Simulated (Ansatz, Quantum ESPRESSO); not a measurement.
# Conductance against width: vacuum gaps between two Al(111) faces, part 2 of 5

Wanted: T at the Fermi level along a series, and its decay constant, for vacuum gaps between two Al(111) faces.

Quantum ESPRESSO 7.5; plane-wave DFT, LDA, GBRV ultrasoft pseudopotentials; cross-check by Ansatz 0.2.0 with PAW datasets.

So far. Step 2 (Ground state, 5 Å): The run needed 104 iterations to bring the estimated error under 1e-07 Ry; the largest force on any atom, held or free, is 0.04 eV/Å.

## (3) The open system, 5 Å

Level of this step: transmission by pwcond, lead and junction from one cell; plane-wave DFT, LDA, GBRV ultrasoft pseudopotentials (Quantum ESPRESSO).

prefixt takes both regions from one run: the lead from 0 to bdl, the scattering region from bdl to bds (units of alat). ikind = 1 puts the same lead on both sides. The program's T_tot counts both spins in a run without spin; the tables below give T per spin.

Contents of j0.cond.in:

```
&inputcond
  outdir = './out'
  prefixt = 'j0.scf'
  tran_file = 'j0.cond.dat'
  bdl = 2.4494897419
  bds = 15.6307061864
  ikind = 1
  ewind = 4.0
  epsproj = 1e-05
  nz1 = 7
  energy0 = 0.4
  denergy = -0.4
/
10
  0.00000000 0.00000000 0.01562500
  0.00000000 0.12500000 0.09375000
  0.00000000 0.25000000 0.09375000
  0.00000000 0.37500000 0.09375000
  0.00000000 0.50000000 0.04687500
  0.12500000 0.25000000 0.09375000
  0.12500000 0.37500000 0.18750000
  0.12500000 0.50000000 0.18750000
  0.25000000 0.50000000 0.09375000
  0.25000000 0.62500000 0.09375000
3
```

Command:

```sh
> OMP_NUM_THREADS=1 mpirun -n 4 pwcond.x -in j0.cond.in > j0.cond.out
```

The program printed:

```text
[banner, memory and clock lines left out]
Program PWCOND v.7.5 starts

          URL

     ./out/j0.scf.save/

     IMPORTANT: XC functional enforced from input :
     Exchange-correlation= PZ
                           (   1   1   0   0   0   0   0)
     Any further DFT definition will be discarded
     Please, verify this is what you really want

     Reading collected, re-writing distributed wavefunctions

===== INPUT FILE containing all the regions =====

     GEOMETRY:

     lattice parameter (alat)  =       5.3984  a.u.
     the volume                =    2129.6338 (a.u.)^3
     the cross section         =      25.2384 (a.u.)^2
     l of the unit cell        =      15.6307 (alat)
     number of atoms/cell      =           18
     number of atomic types    =            1

     crystal axes: (cart. coord. in units of alat)
               a(1) = (  1.0000  0.0000  0.0000 )
               a(2) = (  0.5000  0.8660  0.0000 )
               a(3) = (  0.0000  0.0000 15.6307 )

   Cartesian axes

     site n.     atom                  positions (alat units)
          1        Al     tau(  1)=(  0.0000  0.0000 15.6307  )
          2        Al     tau(  2)=(  0.5000  0.2887  0.8165  )
          3        Al     tau(  3)=(  1.0000  0.5774  1.6330  )
          4        Al     tau(  4)=(  0.0000  0.0000  2.4495  )
          5        Al     tau(  5)=(  0.5000  0.2887  3.2660  )
          6        Al     tau(  6)=(  1.0000  0.5774  4.0825  )
          7        Al     tau(  7)=(  0.0000  0.0000  4.8990  )
          8        Al     tau(  8)=(  0.5000  0.2887  5.7155  )
          9        Al     tau(  9)=(  1.0000  0.5774  6.5320  )
         10        Al     tau( 10)=(  0.0000  0.0000  8.2822  )
         11        Al     tau( 11)=(  0.5000  0.2887  9.0987  )
         12        Al     tau( 12)=(  1.0000  0.5774  9.9152  )
         13        Al     tau( 13)=(  0.0000  0.0000 10.7317  )
         14        Al     tau( 14)=(  0.5000  0.2887 11.5482  )
         15        Al     tau( 15)=(  1.0000  0.5774 12.3647  )
         16        Al     tau( 16)=(  0.0000  0.0000 13.1812  )
         17        Al     tau( 17)=(  0.5000  0.2887 13.9977  )
         18        Al     tau( 18)=(  1.0000  0.5774 14.8142  )

     nr1s                      =           24
     nr2s                      =           24
     nr3s                      =          360
     nr1sx                     =           24
     nr2sx                     =           24
     nr3sx                     =          360
     nr1                       =           25
     nr2                       =           25
     nr3                       =          384
     nr1x                      =           25
     nr2x                      =           25
     nr3x                      =          384

 _______________________________
  Radii of nonlocal spheres:

     type       ibeta     ang. mom.          radius (alat units)
       Al         1         0                    0.3554
       Al         2         1                    0.3554
       Al         3         2                    0.3554
----- General information -----

--- T calc. with identical leads (ikind=1) ---

     nrx                       =           24
     nry                       =           24
     nz1                       =            7

     energy0               =         4.0E-01
     denergy               =        -4.0E-01
     nenergy               =          3
     ecut2d                =         4.0E+01
     ewind                 =         4.0E+00
     epsproj               =         1.0E-05

     number of k_|| points=   10
                       cryst. coord.
        k(    1) = (   0.0000000   0.0000000), wk =   0.0156250
        k(    2) = (   0.0000000   0.1250000), wk =   0.0937500
        k(    3) = (   0.0000000   0.2500000), wk =   0.0937500
        k(    4) = (   0.0000000   0.3750000), wk =   0.0937500
        k(    5) = (   0.0000000   0.5000000), wk =   0.0468750
        k(    6) = (   0.1250000   0.2500000), wk =   0.0937500
        k(    7) = (   0.1250000   0.3750000), wk =   0.1875000
        k(    8) = (   0.1250000   0.5000000), wk =   0.1875000
        k(    9) = (   0.2500000   0.5000000), wk =   0.0937500
        k(   10) = (   0.2500000   0.6250000), wk =   0.0937500
----- Information about left/right lead -----

     nocros                   =            9
     noins                    =           18
     norb                     =           36
     norbf                    =          144
     nrz                      =           56

      iorb      type   ibeta   ang. mom.   m       position (alat)
        1        1       1        0        1   taunew(   1)=(  0.0000  0.0000  0.0000)
        2        1       2        1        1   taunew(   2)=(  0.0000  0.0000  0.0000)
        3        1       2        1        2   taunew(   3)=(  0.0000  0.0000  0.0000)
        4        1       2        1        3   taunew(   4)=(  0.0000  0.0000  0.0000)
        5        1       3        2        1   taunew(   5)=(  0.0000  0.0000  0.0000)
        6        1       3        2        2   taunew(   6)=(  0.0000  0.0000  0.0000)
        7        1       3        2        3   taunew(   7)=(  0.0000  0.0000  0.0000)
        8        1       3        2        4   taunew(   8)=(  0.0000  0.0000  0.0000)
        9        1       3        2        5   taunew(   9)=(  0.0000  0.0000  0.0000)
       10        1       1        0        1   taunew(  10)=(  0.5000  0.2887  0.8165)
       11        1       2        1        1   taunew(  11)=(  0.5000  0.2887  0.8165)
       12        1       2        1        2   taunew(  12)=(  0.5000  0.2887  0.8165)
       13        1       2        1        3   taunew(  13)=(  0.5000  0.2887  0.8165)
       14        1       3        2        1   taunew(  14)=(  0.5000  0.2887  0.8165)
       15        1       3        2        2   taunew(  15)=(  0.5000  0.2887  0.8165)
       16        1       3        2        3   taunew(  16)=(  0.5000  0.2887  0.8165)
       17        1       3        2        4   taunew(  17)=(  0.5000  0.2887  0.8165)
       18        1       3        2        5   taunew(  18)=(  0.5000  0.2887  0.8165)
       19        1       1        0        1   taunew(  19)=(  1.0000  0.5774  1.6330)
       20        1       2        1        1   taunew(  20)=(  1.0000  0.5774  1.6330)
       21        1       2        1        2   taunew(  21)=(  1.0000  0.5774  1.6330)
       22        1       2        1        3   taunew(  22)=(  1.0000  0.5774  1.6330)
       23        1       3        2        1   taunew(  23)=(  1.0000  0.5774  1.6330)
       24        1       3        2        2   taunew(  24)=(  1.0000  0.5774  1.6330)
[...]
97        1       3        2        3   taunew(  97)=(  0.5000  0.2887  9.0987)
       98        1       3        2        4   taunew(  98)=(  0.5000  0.2887  9.0987)
       99        1       3        2        5   taunew(  99)=(  0.5000  0.2887  9.0987)
      100        1       1        0        1   taunew( 100)=(  1.0000  0.5774  9.9152)
      101        1       2        1        1   taunew( 101)=(  1.0000  0.5774  9.9152)
      102        1       2        1        2   taunew( 102)=(  1.0000  0.5774  9.9152)
      103        1       2        1        3   taunew( 103)=(  1.0000  0.5774  9.9152)
      104        1       3        2        1   taunew( 104)=(  1.0000  0.5774  9.9152)
      105        1       3        2        2   taunew( 105)=(  1.0000  0.5774  9.9152)
      106        1       3        2        3   taunew( 106)=(  1.0000  0.5774  9.9152)
      107        1       3        2        4   taunew( 107)=(  1.0000  0.5774  9.9152)
      108        1       3        2        5   taunew( 108)=(  1.0000  0.5774  9.9152)
      109        1       1        0        1   taunew( 109)=(  0.0000  0.0000 10.7317)
      110        1       2        1        1   taunew( 110)=(  0.0000  0.0000 10.7317)
      111        1       2        1        2   taunew( 111)=(  0.0000  0.0000 10.7317)
      112        1       2        1        3   taunew( 112)=(  0.0000  0.0000 10.7317)
      113        1       3        2        1   taunew( 113)=(  0.0000  0.0000 10.7317)
      114        1       3        2        2   taunew( 114)=(  0.0000  0.0000 10.7317)
      115        1       3        2        3   taunew( 115)=(  0.0000  0.0000 10.7317)
      116        1       3        2        4   taunew( 116)=(  0.0000  0.0000 10.7317)
      117        1       3        2        5   taunew( 117)=(  0.0000  0.0000 10.7317)
      118        1       1        0        1   taunew( 118)=(  0.5000  0.2887 11.5482)
      119        1       2        1        1   taunew( 119)=(  0.5000  0.2887 11.5482)
      120        1       2        1        2   taunew( 120)=(  0.5000  0.2887 11.5482)
      121        1       2        1        3   taunew( 121)=(  0.5000  0.2887 11.5482)
      122        1       3        2        1   taunew( 122)=(  0.5000  0.2887 11.5482)
      123        1       3        2        2   taunew( 123)=(  0.5000  0.2887 11.5482)
      124        1       3        2        3   taunew( 124)=(  0.5000  0.2887 11.5482)
      125        1       3        2        4   taunew( 125)=(  0.5000  0.2887 11.5482)
      126        1       3        2        5   taunew( 126)=(  0.5000  0.2887 11.5482)
      127        1       1        0        1   taunew( 127)=(  1.0000  0.5774 12.3647)
      128        1       2        1        1   taunew( 128)=(  1.0000  0.5774 12.3647)
      129        1       2        1        2   taunew( 129)=(  1.0000  0.5774 12.3647)
      130        1       2        1        3   taunew( 130)=(  1.0000  0.5774 12.3647)
      131        1       3        2        1   taunew( 131)=(  1.0000  0.5774 12.3647)
      132        1       3        2        2   taunew( 132)=(  1.0000  0.5774 12.3647)
      133        1       3        2        3   taunew( 133)=(  1.0000  0.5774 12.3647)
      134        1       3        2        4   taunew( 134)=(  1.0000  0.5774 12.3647)
      135        1       3        2        5   taunew( 135)=(  1.0000  0.5774 12.3647)
      136        1       1        0        1   taunew( 136)=(  0.0000  0.0000 13.1812)
      137        1       2        1        1   taunew( 137)=(  0.0000  0.0000 13.1812)
      138        1       2        1        2   taunew( 138)=(  0.0000  0.0000 13.1812)
      139        1       2        1        3   taunew( 139)=(  0.0000  0.0000 13.1812)
      140        1       3        2        1   taunew( 140)=(  0.0000  0.0000 13.1812)
      141        1       3        2        2   taunew( 141)=(  0.0000  0.0000 13.1812)
      142        1       3        2        3   taunew( 142)=(  0.0000  0.0000 13.1812)
      143        1       3        2        4   taunew( 143)=(  0.0000  0.0000 13.1812)
      144        1       3        2        5   taunew( 144)=(  0.0000  0.0000 13.1812)
 ngper, shell number =           85          11
 ngper, n2d =           85          60
---  E-Ef =    0.4000000  k =    0.0000000   0.0000000
---  ie =          1  ik =          1
 Nchannels of the left tip =            1
 Right moving states:
   k1(2pi/a)   k2(2pi/a)   E-Ef (eV)
   0.0073334   0.0000024   0.4000000
 Left moving states:
   k1(2pi/a)   k2(2pi/a)   E-Ef (eV)
  -0.0073334   0.0000024   0.4000000

 to transmit
 Band j to band i transmissions and reflections:
    j         i     |T_ij|^2    |R_ij|^2

    1 -->     1     0.37955     0.62045
   Total T_j, R_j =    0.37955  0.62045

E-Ef(ev), T(x2 spins) =    0.4000000   0.7590978
---  E-Ef =    0.0000000  k =    0.0000000   0.0000000
---  ie =          2  ik =          1
 Nchannels of the left tip =            1
 Right moving states:
   k1(2pi/a)   k2(2pi/a)   E-Ef (eV)
  -0.0286110   0.0000025   0.0000000
 Left moving states:
   k1(2pi/a)   k2(2pi/a)   E-Ef (eV)
   0.0286110   0.0000025   0.0000000

 to transmit
 Band j to band i transmissions and reflections:
    j         i     |T_ij|^2    |R_ij|^2

    1 -->     1     0.30650     0.69350
   Total T_j, R_j =    0.30650  0.69350

E-Ef(ev), T(x2 spins) =    0.0000000   0.6130059
---  E-Ef =   -0.4000000  k =    0.0000000   0.0000000
---  ie =          3  ik =          1
 Nchannels of the left tip =            1
 Right moving states:
   k1(2pi/a)   k2(2pi/a)   E-Ef (eV)
  -0.0651126   0.0000026  -0.4000000
 Left moving states:
   k1(2pi/a)   k2(2pi/a)   E-Ef (eV)
   0.0651126   0.0000026  -0.4000000

 to transmit
 Band j to band i transmissions and reflections:
    j         i     |T_ij|^2    |R_ij|^2

    1 -->     1     0.25324     0.74676
   Total T_j, R_j =    0.25324  0.74676

E-Ef(ev), T(x2 spins) =   -0.4000000   0.5064899
 ngper, shell number =           85          45
 ngper, n2d =           85          62
[... further energies and points left out ...]
---  E-Ef =    0.4000000  k =    0.2500000   0.6250000
---  ie =          1  ik =         10
 Nchannels of the left tip =            1
 Right moving states:
   k1(2pi/a)   k2(2pi/a)   E-Ef (eV)
   0.2482144   0.0000037   0.4000000
 Left moving states:
   k1(2pi/a)   k2(2pi/a)   E-Ef (eV)
  -0.2482144   0.0000037   0.4000000

 to transmit
 Band j to band i transmissions and reflections:
    j         i     |T_ij|^2    |R_ij|^2

    1 -->     1     0.00797     0.99203
   Total T_j, R_j =    0.00797  0.99203

E-Ef(ev), T(x2 spins) =    0.4000000   0.0159350
---  E-Ef =    0.0000000  k =    0.2500000   0.6250000
---  ie =          2  ik =         10
 Nchannels of the left tip =            1
 Right moving states:
   k1(2pi/a)   k2(2pi/a)   E-Ef (eV)
   0.1817980   0.0000038   0.0000000
 Left moving states:
   k1(2pi/a)   k2(2pi/a)   E-Ef (eV)
  -0.1817980   0.0000038   0.0000000

 to transmit
 Band j to band i transmissions and reflections:
    j         i     |T_ij|^2    |R_ij|^2

    1 -->     1     0.00019     0.99981
   Total T_j, R_j =    0.00019  0.99981

E-Ef(ev), T(x2 spins) =    0.0000000   0.0003861
---  E-Ef =   -0.4000000  k =    0.2500000   0.6250000
---  ie =          3  ik =         10
 Nchannels of the left tip =            1
 Right moving states:
   k1(2pi/a)   k2(2pi/a)   E-Ef (eV)
   0.1002689   0.0000039  -0.4000000
 Left moving states:
   k1(2pi/a)   k2(2pi/a)   E-Ef (eV)
  -0.1002689   0.0000039  -0.4000000

 to transmit
 Band j to band i transmissions and reflections:
    j         i     |T_ij|^2    |R_ij|^2

    1 -->     1     0.00973     0.99027
   Total T_j, R_j =    0.00973  0.99027

E-Ef(ev), T(x2 spins) =   -0.4000000   0.0194513
   T_tot     0.40000      0.26785E+00
   T_tot     0.00000      0.18064E+00
   T_tot    -0.40000      0.13211E+00

Note: The following floating-point exceptions are signalling: IEEE_UNDERFLOW_FLAG
Note: The following floating-point exceptions are signalling: IEEE_UNDERFLOW_FLAG
Note: The following floating-point exceptions are signalling: IEEE_UNDERFLOW_FLAG
Note: The following floating-point exceptions are signalling: IEEE_UNDERFLOW_FLAG
```

The job ended after 44 s (4 MPI ranks of Arm Neoverse N1, shared host; peak memory 0.24 GiB).

This step gave:

```
lead channels at the Fermi level, one spin : 1.141
transmission at the Fermi level, one spin  : 0.09032
conductance                                : 0.09032 G₀
```

Per spin; mean over the k mesh across the current. The open channels, zone mean by energy, zero at the Fermi level:

```
energy (eV)  open channels, zone mean
     -0.400                      1.33
      0.000                      1.14
      0.400                      1.42
```

Per spin; mean over the k mesh across the current. Transmission, zone mean against energy, zero at the Fermi level:

```csv
energy (eV),"transmission, zone mean"
-0.400,0.0661
0.000,0.0903
0.400,0.134
```

At 0.000 eV; k in fractions of b1, b2. Transmission by k point:

```csv
k1,k2,weight,t,channels
0,0,0.01562,0.3065,1
0,0.125,0.09375,0.2551,1
0,0.25,0.09375,0.1405,1
0,0.375,0.09375,0.04226,2
0,0.5,0.04688,0.01687,2
0.125,0.25,0.09375,0.171,1
0.125,0.375,0.1875,0.08851,1
0.125,0.5,0.1875,0.03244,1
0.25,0.5,0.09375,0.05295,1
0.25,0.625,0.09375,1.93e-4,1
```

[end of part 2 of 5]

[Long decimals in the printed logs are rounded to 6 places.]

[Repeated lines of the later SCF iterations (solver, time, negative density, dipole) and banner, clock, host and MPI lines are left out of these logs without a mark at each place.]

[Logs are printed without paths, hosts, clocks, repeated set-up lines and the standing remarks that a program may print on its own settings, such as how far it seeks lower states.]

[Hosts, paths, dates, database ids (printed as entryN), source tags and the programs' standing remarks are cut or masked in the printed files.]

[Maps of the electrostatic potential energy from Ansatz leave out the sawtooth potential of an applied field or a dipole correction, so their vacuum need not be flat; planar profiles and work functions include it.]
